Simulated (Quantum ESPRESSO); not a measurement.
### Fixed-spin-moment curve of MnNi3

The structure is cubic, space group Pm-3m (No. 221). The conventional cell has a = 3.593 Å, b = 3.593 Å, c = 3.593 Å, α = 90.00°, β = 90.00°, γ = 90.00°. Mn has 12 Ni at 2.54 Å nearest. Nearest to Ni lie 4 Mn at 2.54 Å and 8 Ni at 2.54 Å. Farther neighbours are not listed.

```yaml
method: PBEsol; plane waves with GBRV 1.5 PBEsol potentials, no spin-orbit coupling (and 1 further level or step)
program: Quantum ESPRESSO 7.5
settings_of_one_run: GBRV 1.5 PBEsol, potential files Mn: mn_pbesol_v1.5.uspp.F.UPF, Ni: ni_pbesol_v1.4.uspp.F.UPF, cutoff 544.23 eV, 8×8×8 k-mesh, 48 bands, fermi-dirac occupations, smearing width 0.1 eV, collinear spin, SCF threshold 8.00e-9, starting moments 3.5 1 1 1 μB
cost: 8 runs, 18 min in all on 2 MPI ranks of Arm Neoverse N1, shared host (the runs of this entry)
notes: The run is spin-polarised, with a total moment of 4.86 μB a cell (absolute 5.25). All runs start parallel; opposed orders may lie lower.
moment_of_the_free_run: 4.86 μB a cell
energy_at_zero_total_moment: 1028 meV a cell over the lowest
delta_e_delta_m2_from_the_lowest_point_to_6p05_and_to_3p63_mu_b: 109 and 47 meV/μB²
```

At zero total moment the site moments vanish, so the 1028 meV a cell is the energy of forming them. The points show one minimum alone.

[Logs and program files are shortened in this print: banners, set-up blocks, solver, clock and traceback lines can be left out without a mark of their own.]

[Logs are printed without paths, hosts, clocks, repeated set-up lines and the standing remarks that a program may print on its own settings, such as how far it seeks lower states.]

[Hosts, paths, dates, database ids (printed as entryN), source tags and the programs' standing remarks are cut or masked in the printed files.]

[Where a cell is said to come from a database of computed structures, the database is the Materials Project.]
